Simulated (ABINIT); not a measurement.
# A GW chain in ABINIT: WS2 (Tungstenite)

Aim: the G0W0 gap of WS2 (Tungstenite) on PBE, step by step.

Program: ABINIT 10.8.3. Level of theory: PBE and many-body steps on it, plane waves. Results are calculated unless marked as measured.

## Step 1: The starting structure

The structure is hexagonal, space group P6_3/mmc (No. 194). Conventional cell: a = 3.153 Å, b = 3.153 Å, c = 12.323 Å, α = 90.00°, β = 90.00°, γ = 120.00°. W has 6 S at 2.40 Å nearest. S has 3 W at 2.40 Å nearest. Farther neighbours and most contacts between anions are not listed.

Structure file:

```cif
data_structure
_symmetry_space_group_name_H-M 'P6_3/mmc'
_symmetry_Int_Tables_number 194
_cell_length_a 3.1532
_cell_length_b 3.1532
_cell_length_c 12.3230
_cell_angle_alpha 90.000
_cell_angle_beta 90.000
_cell_angle_gamma 120.000
_cell_volume 106.11
loop_
_atom_site_label
_atom_site_type_symbol
_atom_site_symmetry_multiplicity
_atom_site_Wyckoff_symbol
_atom_site_fract_x
_atom_site_fract_y
_atom_site_fract_z
_atom_site_occupancy
W1 W 2 c 0.33333 0.66667 0.25000 1
S1 S 4 f 0.33333 0.66667 0.62250 1
```

The cell and positions come from the Crystallography Open Database and are kept as given unless a step says otherwise. Spin-orbit coupling is left out unless a step names it.

## Step 2: Ground state

This step: ABINIT 10.8.3; DFT, PBE, plane waves, norm-conserving pseudopotentials.

The ground-state density comes first.

Contents of run.abi:

```
acell 3*1.0 Angstrom
rprim 
  3.153199999992 0.000000000002 0.000000000000
  -1.576599999998 2.730751303206 0.000000000000
  0.000000000000 0.000000000000 12.323000000000
ntypat 2
znucl 74 16
natom 6
typat 1 1 2 2 2 2
xred 
  0.333333333333 0.666666666667 0.250000000000
  0.666666666667 0.333333333333 0.750000000000
  0.333333333333 0.666666666667 0.622500000000
  0.666666666667 0.333333333333 0.122500000000
  0.333333333333 0.666666666667 0.877500000000
  0.666666666667 0.333333333333 0.377500000000
pp_dirpath "pseudos"
pseudos "W.upf, S.upf"
ecut 31
ngkpt 6 6 2
nshiftk 1
shiftk 0 0 0
kptopt 1
chksymbreak 0
nband 33
occopt 1
tolvrs 1e-10
nstep 60
prtwf 0
indata_prefix "in"
outdata_prefix "out"
tmpdata_prefix "tmp"
```

Started as:

```console
$ OMP_NUM_THREADS=1 mpirun -n 4 abinit run.abi > log
```

Numbers of over 12 decimals in the logs are rounded to 6 here.

Output:

```text
.Version 10.8.3 of ABINIT. v10.8.2 released Aug 2026.

 Symmetries : space group P6_3/m m c (#194); Bravais hP (primitive hexag.)
================================================================================
 Values of the parameters that define the memory need of the present run
     intxc =       0    ionmov =       0      iscf =       7    lmnmax =       8
     lnmax =       8     mgfft =     120  mpssoang =       4    mqgrid =    5837
     natom =       6  nloc_mem =       1    nspden =       1   nspinor =       1
    nsppol =       1      nsym =      24    n1xccc =    2501    ntypat =       2
    occopt =       1   xclevel =       2
-    mband =          33        mffmem =           1         mkmem =           4
       mpw =        5944          nfft =      108000          nkpt =          14
================================================================================
  Rough estimation (10% accuracy) of disk space for files :
================================================================================

--------------------------------------------------------------------------------
------------- Echo of variables that govern the present computation ------------
--------------------------------------------------------------------------------
 -outvars: echo values of preprocessed input variables --------
            acell      1.8897261259E+00  1.8897261259E+00  1.8897261259E+00 Bohr

      chksymbreak           0
             ecut      3.10000000E+01 Hartree
-          fftalg         312

              ixc     -101130
              kpt      0.00000000E+00  0.00000000E+00  0.00000000E+00
                       1.66666667E-01  0.00000000E+00  0.00000000E+00
                       3.33333333E-01  0.00000000E+00  0.00000000E+00
                       5.00000000E-01  0.00000000E+00  0.00000000E+00
                       1.66666667E-01  1.66666667E-01  0.00000000E+00
                       3.33333333E-01  1.66666667E-01  0.00000000E+00
                       3.33333333E-01  3.33333333E-01  0.00000000E+00
                       0.00000000E+00  0.00000000E+00  5.00000000E-01
                       1.66666667E-01  0.00000000E+00  5.00000000E-01
                       3.33333333E-01  0.00000000E+00  5.00000000E-01
                       5.00000000E-01  0.00000000E+00  5.00000000E-01
[...]
kptrlatt        6    0    0      0    6    0      0    0    2
          kptrlen      3.57521065E+01
P           mkmem           4
            natom           6
            nband          33
            ngfft          30      30     120
             nkpt          14
            nstep          60
             nsym          24
           ntypat           2
              occ      2.000000  2.000000  2.000000  2.000000  2.000000  2.000000
                       2.000000  2.000000  2.000000  2.000000  2.000000  2.000000
                       2.000000  2.000000  2.000000  2.000000  2.000000  2.000000
                       2.000000  2.000000  2.000000  2.000000  2.000000  2.000000
                       2.000000  2.000000  0.000000  0.000000  0.000000  0.000000
[...]
prtwf           0
            rprim      3.1532000000E+00  2.0000000000E-12  0.0000000000E+00
[...]
spgroup         194

           tolvrs      1.00000000E-10

             xred      3.3333333333E-01  6.6666666667E-01  2.5000000000E-01
[...]
znucl       74.00000   16.00000

================================================================================

 chkinp: Checking input parameters for consistency.

================================================================================
== DATASET  1 ==================================================================
-   mpi_nproc: 4, omp_nthreads: 1 (-1 if OMP is not activated)

--- !DatasetInfo
iteration_state: {dtset: 1, }
dimensions: {natom: 6, nkpt: 14, mband: 33, nsppol: 1, nspinor: 1, nspden: 1, mpw: 5944, }
cutoff_energies: {ecut:  31.0, pawecutdg:  -1.0, }
electrons: {nelect:   5.20000000E+01, charge:   0.00000000E+00, occopt:   1.00000000E+00, tsmear:   1.00000000E-02, }

 Real(R)+Recip(G) space primitive vectors, cartesian coordinates (Bohr,Bohr^-1):
 R(1)=  5.9586844  0.0000000  0.0000000  G(1)=  0.1678223  0.0968922  0.0000000
 R(2)= -2.9793422  5.1603721  0.0000000  G(2)=  0.0000000  0.1937845  0.0000000
 R(3)=  0.0000000  0.0000000 23.2870950  G(3)=  0.0000000  0.0000000  0.0429422
 Unit cell volume ucvol=  7.1605555E+02 bohr^3
 Angles (23,13,12)=  9.00000000E+01  9.00000000E+01  1.20000000E+02 degrees

 getcut: wavevector=  0.0000  0.0000  0.0000  ngfft=  30  30 120
         ecut(hartree)=     31.000   => boxcut(ratio)=   2.01023

--- Pseudopotential description ------------------------------------------------
- W Generated using ONCVPSP code by D. R. Hamann
- 74.00000  14.00000  171031                  znucl, zion, pspdat
12 -101130 3 -1 1396                          pspcod,pspxc,lmax,lloc,mmax
     nproj     2     2     2     2
  pspatm : epsatm=   11.70739509
         --- l  ekb(1:nproj) -->
[...]
pspatm: atomic psp has been read  and splines computed

- S Generated using ONCVPSP code by D. R. Hamann
- 16.00000   6.00000  171031                  znucl, zion, pspdat
[...]
ETOT  8  -196.02959029387    -2.853E-09 5.135E-04 2.264E-06
 ETOT  9  -196.02959029410    -2.319E-10 1.853E-04 7.420E-08
 ETOT 10  -196.02959029411    -1.396E-11 4.535E-04 3.028E-09
 ETOT 11  -196.02959029411     3.951E-12 1.653E-04 3.322E-10
 ETOT 12  -196.02959029411    -4.292E-12 4.851E-04 6.888E-12

 At SCF step   12       vres2   =  6.89E-12 < tolvrs=  1.00E-10 =>converged.

 Cartesian components of stress tensor (hartree/bohr^3)
  sigma(1 1)= -1.47127000E-04  sigma(3 2)=  0.00000000E+00
  sigma(2 2)= -1.47127000E-04  sigma(3 1)=  0.00000000E+00
  sigma(3 3)= -1.47330013E-04  sigma(2 1)=  0.00000000E+00

--- !ResultsGS
iteration_state: {dtset: 1, }
comment   : Summary of ground state results
lattice_vectors:
- [  5.9586844,   0.0000000,   0.0000000, ]
- [ -2.9793422,   5.1603721,   0.0000000, ]
- [  0.0000000,   0.0000000,  23.2870950, ]
lattice_lengths: [   5.95868,    5.95868,   23.28710, ]
lattice_angles: [ 90.000,  90.000, 120.000, ] # degrees, (23, 13, 12)
lattice_volume:   7.1605555E+02
convergence: {deltae: -4.292E-12, res2:  6.888E-12, residm:  4.851E-04, diffor: null, }
etotal    :  -1.96029590E+02
entropy   :   0.00000000E+00
fermie    :   3.49444803E-01
cartesian_stress_tensor: # hartree/bohr^3
- [ -1.47127000E-04,   0.00000000E+00,   0.00000000E+00, ]
- [  0.00000000E+00,  -1.47127000E-04,   0.00000000E+00, ]
- [  0.00000000E+00,   0.00000000E+00,  -1.47330013E-04, ]
pressure_GPa:   4.3306E+00
xred      :
- [  3.3333E-01,   6.6667E-01,   2.5000E-01,  W]
- [  6.6667E-01,   3.3333E-01,   7.5000E-01,  W]
- [  3.3333E-01,   6.6667E-01,   6.2250E-01,  S]
- [  6.6667E-01,   3.3333E-01,   1.2250E-01,  S]
- [  3.3333E-01,   6.6667E-01,   8.7750E-01,  S]
- [  6.6667E-01,   3.3333E-01,   3.7750E-01,  S]
cartesian_forces: # hartree/bohr
- [  7.06071653E-30,   1.49471908E-29,  -0.00000000E+00, ]
- [ -1.27092898E-29,  -9.51184871E-30,  -1.80669085E-31, ]
- [  9.88500315E-30,   4.91898462E-29,  -2.40440500E-03, ]
- [  2.11821496E-29,   4.26674357E-29,  -2.40440500E-03, ]
- [ -1.41214331E-30,  -4.86463120E-29,   2.40440500E-03, ]
- [ -2.40064362E-29,  -4.86463120E-29,   2.40440500E-03, ]
force_length_stats: {min:   1.58755773E-29, max:   2.40440500E-03, mean:   1.60293667E-03, }

 Integrated electronic density in atomic spheres:
 ------------------------------------------------
 Atom  Sphere_radius  Integrated_density
[...]
================================================================================

 ----iterations are completed or convergence reached----

 Mean square residual over all n,k,spin=   29.308E-07; max=  48.513E-05
 reduced coordinates (array xred) for    6 atoms
[...]
0.666666666667      0.333333333333      0.750000000000
       0.333333333333      0.666666666667      0.622500000000
       0.666666666667      0.333333333333      0.122500000000
       0.333333333333      0.666666666667      0.877500000000
       0.666666666667      0.333333333333      0.377500000000
 rms dE/dt=  2.6395E-02; max dE/dt=  5.5992E-02; dE/dt below (all hartree)
    1      -0.000000000000     -0.000000000000      0.000000000000
    2       0.000000000000      0.000000000000      0.000000000000
    3      -0.000000000000     -0.000000000000      0.055991607767
    4      -0.000000000000     -0.000000000000      0.055991607767
    5       0.000000000000      0.000000000000     -0.055991607767
    6       0.000000000000      0.000000000000     -0.055991607767

 cartesian coordinates (angstrom) at end:
    1     -1.33e-12     1.820501     3.080750
    2      1.576600     0.910250     9.242250
    3     -1.33e-12     1.820501     7.671068
    4      1.576600     0.910250     1.509567
[...]
cartesian forces (hartree/bohr) at end:
[...]
frms,max,avg= 1.1334474E-03 2.4044050E-03   0.000E+00  0.000E+00  0.000E+00 h/b

 cartesian forces (eV/Angstrom) at end:
[...]
2     -0.000000    -0.000000    -0.000000
    3      0.000000     0.000000    -0.123639
    4      0.000000     0.000000    -0.123639
    5     -0.000000    -0.000000     0.123639
    6     -0.000000    -0.000000     0.123639
 frms,max,avg= 5.8284208E-02 1.2363948E-01   0.000E+00  0.000E+00  0.000E+00 e/A
 length scales=  1.889726125908  1.889726125908  1.889726125908 bohr
              =  1.000000000000  1.000000000000  1.000000000000 angstroms
 prteigrs : about to open file out_EIG
 Fermi (or HOMO) energy (hartree) =   0.34944   Average Vxc (hartree)=  -0.41084
 Eigenvalues (hartree) for nkpt=  14  k points:
 kpt#   1, nband= 33, wtk=  0.01389, kpt=  0.0000  0.0000  0.0000 (reduced coord)
  -2.39287   -2.39287   -1.07959   -1.07958   -1.07265   -1.07265   -1.07265   -1.07265
  -0.22539   -0.21688   -0.16868   -0.15256    0.06843    0.10714    0.20801    0.22170
   0.22170    0.22222    0.22222    0.26709    0.26709    0.26906    0.26906    0.29374
   0.30457    0.34944    0.43436    0.43442    0.43474    0.43539    0.43621    0.43925
   0.44308
 prteigrs : prtvol=0 or 1, do not print more k-points.

--- !EnergyTerms
iteration_state     : {dtset: 1, }
comment             : Components of total free energy in Hartree
kinetic             :  5.62979939841233E+01
hartree             :  5.12043006772170E+01
xc                  : -4.59534279595050E+01
Ewald energy        : -1.20345391836037E+02
psp_core            :  4.31999703190776E+00
local_psp           : -1.72738556694186E+02
non_local_psp       :  3.11854945023664E+01
total_energy        : -1.96029590294114E+02
total_energy_eV     : -5.33423689713455E+03
band_energy         : -1.79620718601513E+01

 Cartesian components of stress tensor (hartree/bohr^3)
  sigma(1 1)= -1.47127000E-04  sigma(3 2)=  0.00000000E+00
  sigma(2 2)= -1.47127000E-04  sigma(3 1)=  0.00000000E+00
  sigma(3 3)= -1.47330013E-04  sigma(2 1)=  0.00000000E+00

-Cartesian components of stress tensor (GPa)         [Pressure=  4.3306E+00 GPa]
- sigma(1 1)= -4.32862579E+00  sigma(3 2)=  0.00000000E+00
- sigma(2 2)= -4.32862579E+00  sigma(3 1)=  0.00000000E+00
- sigma(3 3)= -4.33459863E+00  sigma(2 1)=  0.00000000E+00

== END DATASET(S) ==============================================================
================================================================================

 -outvars: echo values of variables after computation  --------
           etotal     -1.9602959029E+02
            nband          33
             nkpt          14
          spgroup         194
 [... the other variables as echoed above ...]

 Calculation completed.
```

Run time: 41 s. Hardware: 4 MPI ranks of Arm Neoverse V1, shared host; peak memory 0.37 GiB; 2.7 min of CPU time.

Numbers from this step:

```yaml
total_energy: -5334.2369 eV
gap: 0.9807 eV
k_of_the_valence_top: 0, 0, 0
k_of_the_conduction_bottom: 0.1667, 0.1667, 0
least_direct_gap: 1.837 eV
pressure: 4.331 GPa
```

The gap is indirect, with the least direct gap 0.86 eV higher.

The cutoff was set for levels, not for stress, so the pressure can be off by some GPa.

## Step 3: Empty states on the mesh, 3×3×1 mesh, 133 bands

The sums over transitions need many empty states on a uniform mesh; this step solves for them.

run.abi, as its differences from that of step 2:

```diff
@@ -19,3 +19,3 @@
 ecut 31
-ngkpt 6 6 2
+ngkpt 3 3 1
 nshiftk 1
@@ -24,7 +24,10 @@
 chksymbreak 0
-nband 33
-occopt 1
-tolvrs 1e-10
+iscf -2
+irdden 1
+istwfk *1
+nband 133
+nbdbuf 12
+tolwfr 1e-09
 nstep 60
-prtwf 0
+prtvol 0
 indata_prefix "in"
```

Started as:

```console
$ OMP_NUM_THREADS=1 mpirun -n 3 abinit run.abi > log
```

Output:

```text
.Version 10.8.3 of ABINIT. v10.8.2 released Aug 2026.

 Symmetries : space group P6_3/m m c (#194); Bravais hP (primitive hexag.)
[... echo of the input left out ...]
== DATASET  1 ==================================================================
-   mpi_nproc: 3, omp_nthreads: 1 (-1 if OMP is not activated)

--- !DatasetInfo
iteration_state: {dtset: 1, }
dimensions: {natom: 6, nkpt: 3, mband: 133, nsppol: 1, nspinor: 1, nspden: 1, mpw: 5917, }
cutoff_energies: {ecut:  31.0, pawecutdg:  -1.0, }
electrons: {nelect:   5.20000000E+01, charge:   0.00000000E+00, occopt:   1.00000000E+00, tsmear:   1.00000000E-02, }

 Real(R)+Recip(G) space primitive vectors, cartesian coordinates (Bohr,Bohr^-1):
 R(1)=  5.9586844  0.0000000  0.0000000  G(1)=  0.1678223  0.0968922  0.0000000
 R(2)= -2.9793422  5.1603721  0.0000000  G(2)=  0.0000000  0.1937845  0.0000000
 R(3)=  0.0000000  0.0000000 23.2870950  G(3)=  0.0000000  0.0000000  0.0429422
 Unit cell volume ucvol=  7.1605555E+02 bohr^3
 Angles (23,13,12)=  9.00000000E+01  9.00000000E+01  1.20000000E+02 degrees

 getcut: wavevector=  0.0000  0.0000  0.0000  ngfft=  30  30 120
         ecut(hartree)=     31.000   => boxcut(ratio)=   2.01023

--- Pseudopotential description ------------------------------------------------
- W Generated using ONCVPSP code by D. R. Hamann
- 74.00000  14.00000  171031                  znucl, zion, pspdat
12 -101130 3 -1 1396                          pspcod,pspxc,lmax,lloc,mmax
     nproj     2     2     2     2
  pspatm : epsatm=   11.70739509
         --- l  ekb(1:nproj) -->
             0   12.992056    1.844411
             1    9.080024    1.409692
             2    4.470007    0.514403
[...]
pspatm: atomic psp has been read  and splines computed

- S Generated using ONCVPSP code by D. R. Hamann
- 16.00000   6.00000  171031                  znucl, zion, pspdat
12 -101130 2 -1 1146                          pspcod,pspxc,lmax,lloc,mmax
     nproj     2     2     2     0
  pspatm : epsatm=    9.01821529
         --- l  ekb(1:nproj) -->
[...]
pspatm: atomic psp has been read  and splines computed

--------------------------------------------------------------------------------

================================================================================
 prteigrs : about to open file out_EIG
 Non-SCF case, kpt    1 (  0.00000  0.00000  0.00000), residuals and eigenvalues=
  6.32E-10  5.78E-10  4.71E-10  4.88E-10  2.99E-10  5.54E-10  2.56E-10  5.06E-10
  9.34E-10  1.80E-10  8.20E-10  1.75E-10  3.11E-10  2.57E-10  2.76E-10  7.19E-10
  7.44E-10  4.43E-10  9.53E-10  3.40E-10  6.22E-10  1.53E-10  6.99E-10  5.72E-10
[...]
1.41E-07  1.15E-06  2.04E-07  7.92E-07  1.99E-04
 -2.3929E+00 -2.3929E+00 -1.0796E+00 -1.0796E+00 -1.0726E+00 -1.0726E+00
 -1.0726E+00 -1.0726E+00 -2.2539E-01 -2.1688E-01 -1.6868E-01 -1.5256E-01
  6.8428E-02  1.0714E-01  2.0801E-01  2.2170E-01  2.2170E-01  2.2222E-01
[...]
2.0048E+00  2.0048E+00  2.0065E+00  2.0209E+00  2.0317E+00  2.0317E+00
  2.0469E+00  2.0469E+00  2.0538E+00  2.0538E+00  2.0610E+00  2.0706E+00
  2.1009E+00
 prteigrs : prtvol=0 or 1, do not print more k-points.

--- !ResultsGS
iteration_state: {dtset: 1, }
comment   : Summary of ground state results
lattice_vectors:
- [  5.9586844,   0.0000000,   0.0000000, ]
- [ -2.9793422,   5.1603721,   0.0000000, ]
- [  0.0000000,   0.0000000,  23.2870950, ]
lattice_lengths: [   5.95868,    5.95868,   23.28710, ]
lattice_angles: [ 90.000,  90.000, 120.000, ] # degrees, (23, 13, 12)
lattice_volume:   7.1605555E+02
convergence: {deltae:  0.000E+00, res2:  0.000E+00, residm:  9.986E-10, diffor:  0.000E+00, }
etotal    :  -1.96029590E+02
entropy   :   0.00000000E+00
fermie    :   3.49444803E-01
cartesian_stress_tensor: null
pressure_GPa: null
xred      :
- [  3.3333E-01,   6.6667E-01,   2.5000E-01,  W]
- [  6.6667E-01,   3.3333E-01,   7.5000E-01,  W]
- [  3.3333E-01,   6.6667E-01,   6.2250E-01,  S]
- [  6.6667E-01,   3.3333E-01,   1.2250E-01,  S]
- [  3.3333E-01,   6.6667E-01,   8.7750E-01,  S]
- [  6.6667E-01,   3.3333E-01,   3.7750E-01,  S]
cartesian_forces: null
force_length_stats: {min: null, max: null, mean: null, }

 Integrated electronic density in atomic spheres:
 ------------------------------------------------
 Atom  Sphere_radius  Integrated_density
[...]
================================================================================

 ----iterations are completed or convergence reached----

 Mean square residual over all n,k,spin=   49.347E-11; max=  99.859E-11
 reduced coordinates (array xred) for    6 atoms
[...]
0.333333333333      0.666666666667      0.877500000000
       0.666666666667      0.333333333333      0.377500000000

 cartesian coordinates (angstrom) at end:
    1     -1.33e-12     1.820501     3.080750
    2      1.576600     0.910250     9.242250
    3     -1.33e-12     1.820501     7.671068
    4      1.576600     0.910250     1.509567
    5     -1.33e-12     1.820501    10.813432
    6      1.576600     0.910250     4.651933
 length scales=  1.889726125908  1.889726125908  1.889726125908 bohr
              =  1.000000000000  1.000000000000  1.000000000000 angstroms
 prteigrs : about to open file out_EIG
 Eigenvalues (hartree) for nkpt=   3  k points:
 kpt#   1, nband=133, wtk=  0.11111, kpt=  0.0000  0.0000  0.0000 (reduced coord)
[...]
1.89578    1.89578    1.89979    1.89979    1.92507    1.94767    1.97700    1.97700
   2.00478    2.00478    2.00652    2.02088    2.03172    2.03172    2.04695    2.04695
   2.05380    2.05380    2.06096    2.07061    2.10093
 prteigrs : prtvol=0 or 1, do not print more k-points.

== END DATASET(S) ==============================================================
================================================================================

 -outvars: echo values of variables after computation  --------
            nband         133
             nkpt           3
          spgroup         194
 [... the other variables as echoed above ...]

 Calculation completed.
```

It took 32 s on 3 MPI ranks; peak memory 0.27 GiB; 95 s of CPU time.

This step gave:

| Quantity | Value |
| --- | --- |
| gap | 1.305 eV |
| k of the valence top | 0, 0, 0 |
| k of the conduction bottom | 0.3333, 0.3333, 0 |
| least direct gap | 1.837 eV |
| k points computed | 3 |
| lowest point of the top converged band, above the valence top | 42.61 eV |

On this mesh the gap is 1.305 eV. The earlier step found 0.981 eV, so this mesh misses an edge.

(Continued in part 2 of 2.)

[Paths, hosts, dates, memory and timing lines, banners, echoed tables and standing remarks are left out of the program output.]

[Logs are printed without paths, hosts, clocks, repeated set-up lines and the standing remarks that a program may print on its own settings, such as how far it seeks lower states.]

[Runs of the session that timed out or met a known fault of the program may be left out.]

[Hosts, paths, dates, database ids (printed as entryN), source tags and the programs' standing remarks are cut or masked in the printed files.]

[G0W0 gaps are taken among the corrected bands and points alone; a level outside them can change the order at an edge.]

[Where Ansatz stands beside ABINIT at settings called matched, ABINIT's density can come from a denser mesh and the files from another edition; pairs whose starting gaps differed by over 0.03 eV were left out, so agreement reads better than it is.]
